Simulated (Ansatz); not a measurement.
# SiBPC (zincblende [110] superlattice): band gap by G0W0 on PBEsol, part 2 of 2

Wanted: the gap of SiBPC (zincblende [110] superlattice) with a many-body correction, and the time that it takes.

Ansatz 0.2.0; PBEsol, then G0W0 on it, plane waves, PAW. Known limits of the many-body steps: finite bands, screening cutoff and k mesh; no spin-orbit coupling in G0W0; screening cutoff under 40 eV in some runs.

So far. Step 2 (Bands along the symmetry lines): Over mesh and path the gap is 0.452 eV, from k = (0.000, 0.000, 0.500) to k = (-0.500, 0.000, 0.500). The least direct gap found is 0.627 eV, at k = Γ. The program's warnings for this run: structure snapped to symmetry.

In doubt: masses and optical values from hybrid runs of this build are listed as unsure (in some of the runs), which bears on the screening that GW takes from such a start.

## Step 3: One-shot GW

G0W0 replaces the xc potential by a self-energy built once from the orbitals of the start. Levels are corrected in the window of bands that the input names, at points of the mesh.

This step: G0W0 on PBEsol, plane waves, PAW; PAW set soft_1.

input.yaml reads:

```yaml
crystal:
  lattice:
    - [3.1428477341, 0.0, 0.0]
    - [0.0, 4.46291058, -4.0025e-06]
    - [0.0, -8.494e-06, 9.4718150791]
  atoms:
    - { symbol: B, position: [0.0, -0.036036101, 0.0750007368] }
    - { symbol: P, position: [0.5, 0.2195155889, 0.0919024307] }
    - { symbol: B, position: [0.5, 0.4687442765, 0.2567424291] }
    - { symbol: P, position: [0.0, 0.7230823171, 0.256741677] }
    - { symbol: B, position: [0.0, -0.0360365633, 0.438482964] }
    - { symbol: P, position: [0.5, 0.219513831, 0.4215810337] }
    - { symbol: Si, position: [0.5, 0.5394212677, 0.6017167028] }
    - { symbol: C, position: [0.0, 0.7775747446, 0.5918701205] }
    - { symbol: Si, position: [0.0, 0.031013596, 0.7567420143] }
    - { symbol: C, position: [0.5, 0.2762113356, 0.7567415249] }
    - { symbol: Si, position: [0.5, 0.5394206929, 0.9117669664] }
    - { symbol: C, position: [0.0, 0.777575014, 0.9216135296] }
kpoints:
  mp_grid: { grid: [4, 4, 2] }
hamiltonian:
  xc: pbesol
  pseudopotentials: { kind: paw, azcp: { folder: soft_1 }, xc_functional: pbe }
scf:
  occupations: { method: fixed }
gw:
  n_empty_bands: 257
  ecut_chi: 90.0
  qp_bands: [v4, c4]
  qp_kpoints: band_edges
  screening: { model: contour_deformation }
```

Started as:

```bash
> ansatz run input.yaml --threads 4 --pin off --max-ram 17510MiB --backend cpu --events-out ev --progress --plain --runs-dir out
```

Numbers of over 12 decimals in the logs are rounded to 6 here.

What it wrote:

```text
[...]
Crystal: 12 atoms, lattice volume = 132.854 Å³
Basis set: ecut = 420 eV, 2615 PW (Γ)
Bands: 36, of which v1, the nominal top of the filled ones, is band 24 counted from 1 (23 counted from 0)
Symmetry: 4 space group operations
[...]
k-points: 18 of 32 (time reversal used)
[...]
SCF iter   1: F=—  HF=-5291.358912 eV  |F-HF|=—  |Δ(HF+E_count)|=         —  Δρ=1.04e-1  dr2=1.80e1  ethr=3.10e-3  ⟨swp⟩=5.6  Hψ=2832  notcnv=0  defer=166
[...]
SCF iter   8: F=-5285.606718 eV  HF=-5285.606718 eV  |F-HF|=1.82e-9  |Δ(HF+E_count)|=   7.61e-8  Δρ=2.85e-6  dr2=1.10e-8  ethr=2.08e-10  ⟨swp⟩=14.9  Hψ=3961  notcnv=0
SCF 1 converged in 8 iterations: F = -5285.606718 eV  dr2 = 1.10e-8
[...]
NSCF: frozen V_eff on 18 k-points
G₀W₀ screening: q 1/18
[... further progress lines ...]
SCF converged after 8 iterations
Free energy (F): -5285.606718 eV
[...]
Internal energy: -5285.606718 eV  (E = F + TS)
E sigma→0 (E₀):  -5285.606718 eV
Fermi energy:    9.821593 eV
[...]
--- Band table (eV; the first three rows and the last of 18) ---
  k-point 0: bands = [... 20 lower, 8.9804, 9.4970, 9.5612, 9.7761, 10.3942, 11.5993, 12.5229, 12.6538, ... 8 higher]
  k-point 1: bands = [... 20 lower, 8.4343, 9.0291, 9.0959, 9.8216, 11.0329, 11.6343, 12.8617, 13.4577, ... 8 higher]
  k-point 2: bands = [... 20 lower, 8.5130, 8.7516, 8.9053, 8.9914, 10.8577, 12.1584, 12.9239, 13.0541, ... 8 higher]
  k-point 17: bands = [... 20 lower, 7.1303, 7.3827, 7.4207, 7.7102, 13.2041, 13.3913, 13.8138, 14.1154, ... 8 higher]
--- G₀W₀: contour deformation, 7 samples at zero and on the imaginary axis and 1 off it, 32 q-points, 257 empty bands' worth ---
  eigenvalues of the whole cell's RPA ε∞ on this k-mesh (on a slab, of 1 + 4πα/V) = 8.4550, 8.8930, 10.1129; static W/v taken at q = 0 is 0.106940
  gw.qp_kpoints: band_edges: 8 of 18 stored k-points solved, in 1 pass; an edge of the gap read off the rows below is read off those points alone
    valence top: of the k-points left out ik 2 came nearest to being solved in a further pass, in band 24 (counted from 1, as in the quasiparticle table): it holds the edge there only if its correction is more favourable than any solved in that band by at least 0.830 eV; those differ by 0.180 eV
    conduction bottom: of the k-points left out ik 2 came nearest to being solved in a further pass, in band 25 (counted from 1, as in the quasiparticle table): it holds the edge there only if its correction is more favourable than any solved in that band by at least 0.592 eV; those differ by 0.144 eV
    ik  band        ε_KS         Σx   Σc(E_QP)       V_xc       Z   E_QP_lin       E_QP  E_QP is
     0    21      8.9804   -17.5964     2.0237   -15.2717  0.7849     8.6788     8.6795  root
     0    22      9.4970   -17.2045     1.6369   -15.3141  0.7903     9.2430     9.2434  root
     0    23      9.5612   -17.1284     1.6089   -15.2857  0.7901     9.3271     9.3274  root
     0    24      9.7761   -17.0110     1.6337   -15.1193  0.7896     9.5176     9.5181  root
     0    25     10.3942    -7.1338    -4.0468   -11.6165  0.8079    10.8315    10.8301  root
     0    26     11.5993    -7.2822    -4.2839   -12.0383  0.8034    12.0732    12.0715  root
     0    27     12.5229    -7.1466    -4.5252   -12.1984  0.8010    13.0523    13.0494  root
     0    28     12.6538    -7.2492    -4.5153   -12.3235  0.8030    13.2160    13.2128  root
     1    21      8.4343   -17.1349     1.8209   -14.9966  0.7848     8.1162     8.1170  root
     1    22      9.0291   -17.6891     2.0636   -15.3471  0.7854     8.7501     8.7507  root
     1    23      9.0959   -16.6756     1.5471   -14.8241  0.7897     8.7908     8.7915  root
     1    24      9.8216   -17.0460     1.6170   -15.1735  0.7897     9.5657     9.5661  root
     1    25     11.0329    -7.2121    -4.2347   -11.9259  0.8055    11.5139    11.5120  root
     1    26     11.6343    -7.2136    -4.3198   -12.0104  0.8038    12.1132    12.1113  root
     1    27     12.8617    -7.4264    -4.5192   -12.4996  0.7929    13.4190    13.4157  root
     1    28     13.4577    -7.5951    -4.6113   -12.7825  0.7926    14.0379    14.0339  root
     3    21      8.6351   -17.4458     2.0925   -15.0203  0.7835     8.3011     8.3020  root
     3    22      8.8748   -17.2658     1.8228   -15.1631  0.7871     8.5945     8.5950  root
     3    23      9.0211   -16.9944     1.8248   -14.8683  0.7861     8.7191     8.7198  root
     3    24      9.0582   -17.1086     1.7055   -15.1307  0.7878     8.7852     8.7857  root
     3    25     11.5803    -7.1749    -4.3689   -12.0490  0.8035    12.0878    12.0855  root
     3    26     11.9633    -7.4551    -4.3484   -12.3084  0.8011    12.4707    12.4683  root
     3    27     13.2778    -7.5317    -4.6616   -12.7837  0.7900    13.8726    13.8682  root
     3    28     13.5749    -8.5349    -4.6491   -13.8224  0.7898    14.2172    14.2132  root
     5    21      7.9300   -17.0163     2.0383   -14.6210  0.7812     7.5718     7.5730  root
     5    22      8.0526   -16.9724     1.9650   -14.6623  0.7825     7.7064     7.7074  root
     5    23      8.2565   -17.6067     2.2467   -15.0083  0.7809     7.9036     7.9048  root
     5    24      8.4204   -17.3888     2.1340   -14.8913  0.7819     8.0557     8.0569  root
     5    25     12.7009    -8.0156    -4.4217   -13.0039  0.7939    13.2708    13.2675  root
     5    26     12.7972    -7.6128    -4.6035   -12.7847  0.7948    13.3693    13.3656  root
     5    27     13.0124    -7.9461    -4.5524   -13.0675  0.7927    13.5851    13.5815  root
     5    28     13.3097    -7.8229    -4.6940   -13.1055  0.7951    13.9025    13.8983  root
     6    21      6.7332   -17.4679     2.5750   -14.4888  0.7717     6.3271     6.3291  root
     6    22      6.7783   -17.4811     2.5072   -14.5713  0.7691     6.3738     6.3757  root
     6    23      7.6837   -16.8245     2.0574   -14.4170  0.7807     7.3324     7.3335  root
     6    24      9.2214   -17.3136     1.7469   -15.2872  0.7888     8.9412     8.9419  root
     6    25     11.4673    -7.7894    -4.1164   -12.3959  0.8028    11.9594    11.9574  root
     6    26     11.6993    -7.6994    -4.1186   -12.3133  0.8027    12.1967    12.1947  root
     6    27     11.8225    -7.4461    -4.2153   -12.1557  0.8044    12.3188    12.3168  root
     6    28     13.0898    -7.1140    -4.5575   -12.2202  0.7950    13.6419    13.6385  root
[...]
13    25     10.2653    -7.5298    -3.9202   -11.8770  0.8086    10.6937    10.6924  root
    13    26     10.6246    -7.0699    -3.9849   -11.4726  0.8098    11.0435    11.0422  root
    13    27     11.3735    -7.7029    -4.1036   -12.2742  0.8052    11.8430    11.8412  root
    13    28     11.4098    -7.3669    -4.1004   -11.9148  0.8043    11.8589    11.8573  root
    16    21      7.5601   -17.5918     2.3628   -14.8948  0.7787     7.2249     7.2260  root
    16    22      7.8048   -17.7009     2.2447   -15.1069  0.7811     7.4545     7.4556  root
    16    23      8.1505   -17.4984     2.1757   -15.0021  0.7817     7.8291     7.8300  root
    16    24      8.3152   -17.5248     2.0857   -15.0755  0.7835     7.9505     7.9516  root
    16    25     12.9388    -8.8118    -4.4595   -13.8423  0.7925    13.5133    13.5099  root
    16    26     13.0800    -7.6832    -4.5183   -12.7763  0.7933    13.6586    13.6547  root
    16    27     13.7078    -7.3600    -4.6876   -12.6652  0.7874    14.3312    14.3254  root
    16    28     14.1747    -8.6609    -4.7344   -14.0308  0.7920    14.8143    14.8103  root
```

Elapsed: 2.4 min, on 4 threads of Arm Neoverse V1, shared host; peak memory 1.5 GiB.

This step gave:

```yaml
bands_summed: 281
rpa_eps_infinity_on_this_mesh_eigenvalues: 8.455, 8.893, 10.11
plane_waves_in_the_screening_matrix: 269
q_points_in_the_mesh: 32
g0w0_gap_over_the_corrected_points: 1.126 eV
k_of_the_valence_top: 0, 0, -0.5
k_of_the_conduction_bottom: -0.5, 0, -0.5
starting_gap_on_the_mesh: 0.4437 eV
z_at_the_valence_top: 0.7897
z_at_the_conduction_bottom: 0.8086
least_direct_g0w0_gap_over_the_corrected_points: 1.312 eV
```

Over 8 of 18 irreducible mesh points the G0W0 gap is 1.126 eV, from k = (0.000, 0.000, -0.500) to k = (-0.500, 0.000, -0.500). The PBEsol gap of this run on the mesh is 0.444 eV. The two states that bound the G0W0 gap lie that far apart at the start, so the correction of the gap is 1.126 − 0.444 = +0.682 eV. The start of this run differs from the step before in mesh (8×6×4 and 4×4×2). The program's warnings for this run: structure snapped to symmetry.

Labels follow the order of the start: v1 is the top filled band, c1 the lowest empty one; levels that stay degenerate share a row, the window can cut a multiplet, doubted levels are not marked in this list, bands outside the window were not corrected, and the list may be a part of the corrected levels. The levels before and after the correction (eV, zero at the valence-band top of each column):

```csv
,conduction bottom,valence top
Kohn-Sham,0.44,0.00
G0W0,1.13,0.00
```

```csv
,level,occupation,energy (eV)
Kohn-Sham,(0 0 -0.5) v3,2,-0.793
Kohn-Sham,(0 0 -0.5) v2,2,-0.726
Kohn-Sham,(0 0 -0.5) v1,2,0.000
Kohn-Sham,(0 0 -0.5) c1,0,1.211
Kohn-Sham,(0 0 -0.5) c2,0,1.813
Kohn-Sham,(0 0 -0.5) c3,0,3.040
Kohn-Sham,(-0.5 0 -0.5) v3,2,-3.362
Kohn-Sham,(-0.5 0 -0.5) v2,2,-3.174
Kohn-Sham,(-0.5 0 -0.5) v1,2,-3.146
Kohn-Sham,(-0.5 0 -0.5) c1,0,0.444
Kohn-Sham,(-0.5 0 -0.5) c2,0,0.803
Kohn-Sham,(-0.5 0 -0.5) c3,0,1.552
G0W0,(0 0 -0.5) v3,2,-0.815
G0W0,(0 0 -0.5) v2,2,-0.775
G0W0,(0 0 -0.5) v1,2,0.000
G0W0,(0 0 -0.5) c1,0,1.946
G0W0,(0 0 -0.5) c2,0,2.545
G0W0,(0 0 -0.5) c3,0,3.850
G0W0,(-0.5 0 -0.5) v3,2,-3.529
G0W0,(-0.5 0 -0.5) v2,2,-3.336
G0W0,(-0.5 0 -0.5) v1,2,-3.326
G0W0,(-0.5 0 -0.5) c1,0,1.126
G0W0,(-0.5 0 -0.5) c2,0,1.476
G0W0,(-0.5 0 -0.5) c3,0,2.275
```

The parts of the quasiparticle energy for the two states that bound the G0W0 gap, in eV on the run's own scale (QP = start + Σx + Σc − Vxc, with Σc at the quasiparticle energy):

```csv
edge,k,band,start,Σx,Σc,Vxc,Z,QP
valence top,"(0.000, 0.000, -0.500)",24,9.822,−17.046,1.617,−15.174,0.790,9.566
conduction bottom,"(-0.500, 0.000, -0.500)",25,10.265,−7.530,−3.920,−11.877,0.809,10.692
```

## Step 4: Side by side

Each gap is the least one over the points named; times are wall times on shared hosts, not benchmarks. A G0W0 time includes the run's own self-consistent start. Rows marked * are further runs, not shown as steps, whose inputs differ from the G0W0 step on the same start in the columns given; solver thresholds can differ too. Symmetry makes (0.000, 0.000, 0.500) and (0.000, 0.000, -0.500) one point. Symmetry makes (-0.500, 0.000, 0.500) and (-0.500, 0.000, -0.500) one point.

```csv
level,mesh,"files, cutoff","bands summed, screening",points,gap (eV),valence top,conduction bottom,least direct gap (eV),time
PBEsol,8×6×4,"soft_1 PAW, 420 eV",-,mesh and path,0.452,"(0.000, 0.000, 0.500)","(-0.500, 0.000, 0.500)",0.627,16 s
G0W0@PBEsol*,4×4×2,"soft_1 PAW, 420 eV","89, 36 eV",8 of 18 irreducible mesh points,0.860,"(0.000, 0.000, -0.500)","(-0.500, 0.000, -0.500)",1.035,32 s
G0W0@PBEsol,4×4×2,"soft_1 PAW, 420 eV","281, 90 eV",8 of 18 irreducible mesh points,1.126,"(0.000, 0.000, -0.500)","(-0.500, 0.000, -0.500)",1.312,2.4 min
```

## Step 5: Outcome

```json
{
 "PBEsol gap over mesh and path": "0.452 eV, from k = (0.000, 0.000, 0.500) to k = (-0.500, 0.000, 0.500)",
 "G0W0@PBEsol gap over 8 of 18 irreducible mesh points": "1.126 eV, from k = (0.000, 0.000, -0.500) to k = (-0.500, 0.000, -0.500)",
 "GW settings": "4×4×2 mesh, 257 empty bands, screening to 90 eV, PAW set soft_1 files",
 "known limits": "finite bands, screening cutoff and k mesh; no spin-orbit coupling in G0W0; screening cutoff under 40 eV in some runs"
}
```

**Reading.** Over 8 of 18 irreducible mesh points the G0W0 gap is 1.126 eV, from k = (0.000, 0.000, -0.500) to k = (-0.500, 0.000, -0.500). The PBEsol gap of this run on the mesh is 0.444 eV. The two states that bound the G0W0 gap lie that far apart at the start, so the correction of the gap is 1.126 − 0.444 = +0.682 eV. The valence state moves by 9.566 − 9.822 = −0.256 eV and the conduction state by 10.692 − 10.265 = +0.427 eV, on the run's own scale; with 89 bands the edge states move by +0.524 and +0.940 eV, so the split between the edges depends on the bands and cutoff. Both edges that PBEsol shows over mesh and path lie at k points where levels were corrected. Levels at other points were not corrected, so a lower G0W0 gap elsewhere in the zone is not ruled out. From 89 bands and 36 eV to 281 bands and 90 eV the gap moves by 1.126 − 0.860 = +0.266 eV; bands and screening cutoff rise together, so their parts are not told apart. Two runs can't test a law of convergence, so the limit is not known. G0W0 on other starts in this series, not shown as steps and not all at these settings: 1.275 eV on HSE06 (4×4×2, soft_1 PAW, 143 bands, 54 eV). For the G0W0 step: the program's warnings for this run: structure snapped to symmetry. For the further run with 89 bands on the 4×4×2 mesh, the program warns: structure snapped to symmetry. The G0W0 runs are scalar-relativistic. No pair of G0W0 runs that differ in the mesh alone is shown (4×4×2 is a supercell whose nearest images lie 13 Å apart), so the error from the mesh is not known here. G0W0 is shown with one set of atomic data (soft_1 PAW), so the error from the files is not known here. A screening cutoff under 40 eV is crude: G0W0@PBEsol with 89 bands at 36 eV.

[Paths, hosts, dates, memory and timing lines, banners, echoed tables and standing remarks are left out of the program output.]

[Logs are printed without paths, hosts, clocks, repeated set-up lines and the standing remarks that a program may print on its own settings, such as how far it seeks lower states.]

[Runs of the session that timed out or met a known fault of the program may be left out.]

[Cells called generated may have been cut or substituted from an entry of the Crystallography Open Database or the Materials Project.]

[Hosts, paths, dates, database ids (printed as entryN), source tags and the programs' standing remarks are cut or masked in the printed files.]

[Where an RPA ε∞ is given, it is that of the G0W0 mesh and is not shown converged in it. Names of k-points follow the symmetry that the program found, which can be lower than the space group named. Band edges on a path are those of the sampled points; other points can move an edge, and change direct to indirect where valleys lie close.]

[Hybrid gaps are those of their k-mesh and are not shown converged in it.]
